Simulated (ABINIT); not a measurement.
# Na2LiScF6 (Fm-3m): RPA correlation energy against the basis

Wanted: RPA correlation energy of Na2LiScF6 (Fm-3m), with cost.

Program: ABINIT 10.8.3. Level of theory: PBEsol and many-body steps on it, plane waves. Results are calculated unless marked as measured.

Report form: the programs' logs are mostly left out.

## Step 1: Set-up

The structure is cubic, space group Fm-3m (No. 225). Conventional cell: a = 8.035 Å, b = 8.035 Å, c = 8.035 Å, α = 90.00°, β = 90.00°, γ = 90.00°. Na has 12 F at 2.84 Å nearest. Nearest to Li lie 6 F at 2.01 Å. Nearest to Sc lie 6 F at 2.01 Å. F has 1 Li at 2.01 Å and 1 Sc at 2.01 Å and 4 Na at 2.84 Å nearest. Farther neighbours and most contacts between anions are not listed.

The cell and positions are those that the Materials Project relaxed with its own functionals (PBE, PBE+U or r2SCAN), kept fixed.

## Step 2: Empty states on the mesh, 2×2×2 mesh, 466 bands

This step: ABINIT 10.8.3; DFT, PBEsol, plane waves, norm-conserving pseudopotentials.

The sums over transitions need many empty states on a uniform mesh; this step solves for them.

run.abi reads:

```
acell 3*1.0 Angstrom
rprim 
  -0.000000000000 4.017450000000 4.017450000000
  4.017450000000 0.000000000000 4.017450000000
  4.017450000000 4.017450000000 0.000000000000
ntypat 4
znucl 11 3 21 9
natom 10
typat 1 1 2 3 4 4 4 4 4 4
xred 
  0.250000000000 0.250000000000 0.250000000000
  0.750000000000 0.750000000000 0.750000000000
  0.500000000000 0.500000000000 0.500000000000
  0.000000000000 0.000000000000 0.000000000000
  0.250423000000 0.250423000000 0.749577000000
  0.250423000000 0.749577000000 0.749577000000
  0.749577000000 0.749577000000 0.250423000000
  0.250423000000 0.749577000000 0.250423000000
  0.749577000000 0.250423000000 0.749577000000
  0.749577000000 0.250423000000 0.250423000000
pp_dirpath "pseudos"
pseudos "Na.upf, Li.upf, Sc.upf, F.upf"
ecut 38
ngkpt 2 2 2
nshiftk 1
shiftk 0 0 0
kptopt 1
chksymbreak 0
iscf -2
irdden 1
istwfk *1
nband 466
nbdbuf 42
tolwfr 1e-09
nstep 60
prtvol 0
indata_prefix "in"
outdata_prefix "out"
tmpdata_prefix "tmp"
```

On the command line:

```console
OMP_NUM_THREADS=1 mpirun -n 4 abinit run.abi > log
```

Wall time 6.1 min (4 MPI ranks of AMD EPYC 7R43, shared host); peak memory 0.65 GiB.

This step gave:

```
gap                                                           : 6.027 eV
k of the valence top                                          : 0, 0, 0
k of the conduction bottom                                    : 0, 0, 0
least direct gap                                              : 6.027 eV
k points computed                                             : 3
lowest point of the top converged band, above the valence top : 116.8920 eV
```

On this mesh the gap is 6.027 eV.

The density comes from a self-consistent run that is not shown.

## Step 3: RPA energy: 2×2×2 mesh, 100 bands, screening to 43.5 eV

The RPA dielectric matrix is built and inverted for each q.

This step: RPA screening on PBEsol, plane waves, norm-conserving pseudopotentials.

run.abi, as its differences from that of step 2:

```diff
@@ -28,10 +28,15 @@
 chksymbreak 0
-iscf -2
-irdden 1
 istwfk *1
-nband 466
-nbdbuf 42
-tolwfr 1e-09
-nstep 60
-prtvol 0
+occopt 1
+irdwfk 1
+optdriver 3
+nband 100
+ecuteps 1.6
+inclvkb 2
+awtr 1
+symchi 1
+gwcalctyp 1
+nfreqre 0
+nfreqim 8
+gwrpacorr 1
 indata_prefix "in"
```

It took 19 s on 4 MPI ranks; peak memory 1.4 GiB.

This step gave:

| Item | Value |
| --- | --- |
| ε∞ with local fields, on this mesh, along the program's q direction | 2.026 |
| the same without local fields | 2.158 |
| plasma frequency | 28.05 eV |
| plane waves in the screening matrix | 65 |
| RPA correlation energy | -10.40 eV |

Local fields lower ε∞ by 6 %. On a Γ-centred mesh this coarse the value itself is usually too large, while a short band sum pulls it down.

## Step 4: RPA energy: 2×2×2 mesh, 173 bands, screening to 70.7 eV

run.abi, as its differences from that of step 3:

```diff
@@ -32,4 +32,4 @@
 optdriver 3
-nband 100
-ecuteps 1.6
+nband 173
+ecuteps 2.6
 inclvkb 2
```

Run time: 39 s. Hardware: 4 MPI ranks; peak memory 1.8 GiB.

Numbers from this step:

| Quantity | Value |
| --- | --- |
| ε∞ with local fields, on this mesh, along the program's q direction | 2.050 |
| the same without local fields | 2.218 |
| plasma frequency | 28.05 eV |
| plane waves in the screening matrix | 169 |
| RPA correlation energy | -25.46 eV |

## Step 5: RPA energy: 2×2×2 mesh, 288 bands, screening to 108.8 eV

run.abi, as its differences from that of step 4:

```diff
@@ -32,4 +32,4 @@
 optdriver 3
-nband 173
-ecuteps 2.6
+nband 288
+ecuteps 4
 inclvkb 2
```

Elapsed: 78 s, on 4 MPI ranks; peak memory 2.2 GiB.

Numbers from this step:

* ε∞ with local fields, on this mesh, along the program's q direction: 2.048
* the same without local fields: 2.235
* plasma frequency: 28.05 eV
* plane waves in the screening matrix: 331
* RPA correlation energy: -41.16 eV

## Step 6: RPA energy: 2×2×2 mesh, 424 bands, screening to 144.2 eV

run.abi, as its differences from that of step 5:

```diff
@@ -32,4 +32,4 @@
 optdriver 3
-nband 288
-ecuteps 4
+nband 424
+ecuteps 5.3
 inclvkb 2
```

It took 2.8 min on 4 MPI ranks; peak memory 3.5 GiB.

Numbers from this step:

* ε∞ with local fields, on this mesh, along the program's q direction: 2.048
* the same without local fields: 2.24
* plasma frequency: 28.05 eV
* plane waves in the screening matrix: 531
* RPA correlation energy: -54.1330 eV

## Step 7: RPA energy: 2×2×2 mesh, 173 bands, screening to 136.1 eV, 14 frequencies

run.abi, as its differences from that of step 6:

```diff
@@ -32,4 +32,4 @@
 optdriver 3
-nband 424
-ecuteps 5.3
+nband 173
+ecuteps 5
 inclvkb 2
@@ -39,3 +39,3 @@
 nfreqre 0
-nfreqim 8
+nfreqim 14
 gwrpacorr 1
```

Run time: 74 s. Hardware: 4 MPI ranks; peak memory 2.4 GiB.

Numbers from this step:

```yaml
eps_infinity_with_local_fields_on_this_mesh_along_the_program_s_q_direction: 2.037
the_same_without_local_fields: 2.218
plasma_frequency: 28.05 eV
plane_waves_in_the_screening_matrix: 459
rpa_correlation_energy: -35.19 eV
```

## Step 8: The rungs together

Times are wall times on 4 MPI ranks of AMD EPYC 7R43, shared host, good to a factor of about two.

| bands | cutoff (eV) | plane waves | frequencies | E_c (eV/atom) | time |
| --- | --- | --- | --- | --- | --- |
| 100 | 43.5 | 65 | 8 | -1.040 | 19 s |
| 173 | 70.7 | 169 | 8 | -2.546 | 39 s |
| 288 | 108.8 | 331 | 8 | -4.116 | 78 s |
| 424 | 144.2 | 531 | 8 | -5.413 | 2.8 min |
| 173 | 136.1 | 459 | 14 | -3.519 | 74 s |

## Step 9: What came out

```
2×2×2 mesh, 100 bands, screening to 43.5 eV  : -1.040 eV/atom
2×2×2 mesh, 173 bands, screening to 70.7 eV  : -2.546 eV/atom
2×2×2 mesh, 288 bands, screening to 108.8 eV : -4.116 eV/atom
2×2×2 mesh, 424 bands, screening to 144.2 eV : -5.413 eV/atom
limit by the two highest rungs               : -7.88 eV/atom
```

Rows off the diagonal of bands and cutoff are checks and stay out of the ladder. The energy is still falling: −1.297 eV/atom over the last rung. A line in cutoff^(−3/2) puts the limit near -7.88 eV/atom, 46 % beyond the top rung; the pair below gives -5.84, so the estimate is rough. The value holds the valence electrons of these pseudopotentials alone, on one mesh; differences between structures converge far faster than the total.

[Paths, hosts, dates, memory and timing lines, banners, echoed tables and standing remarks are left out of the program output.]

[Logs are printed without paths, hosts, clocks, repeated set-up lines and the standing remarks that a program may print on its own settings, such as how far it seeks lower states.]

[Runs of the session that timed out or met a known fault of the program may be left out.]

[Hosts, paths, dates, database ids (printed as entryN), source tags and the programs' standing remarks are cut or masked in the printed files.]

[G0W0 gaps are taken among the corrected bands and points alone; a level outside them can change the order at an edge.]

[Where Ansatz stands beside ABINIT at settings called matched, ABINIT's density can come from a denser mesh and the files from another edition; pairs whose starting gaps differed by over 0.03 eV were left out, so agreement reads better than it is.]
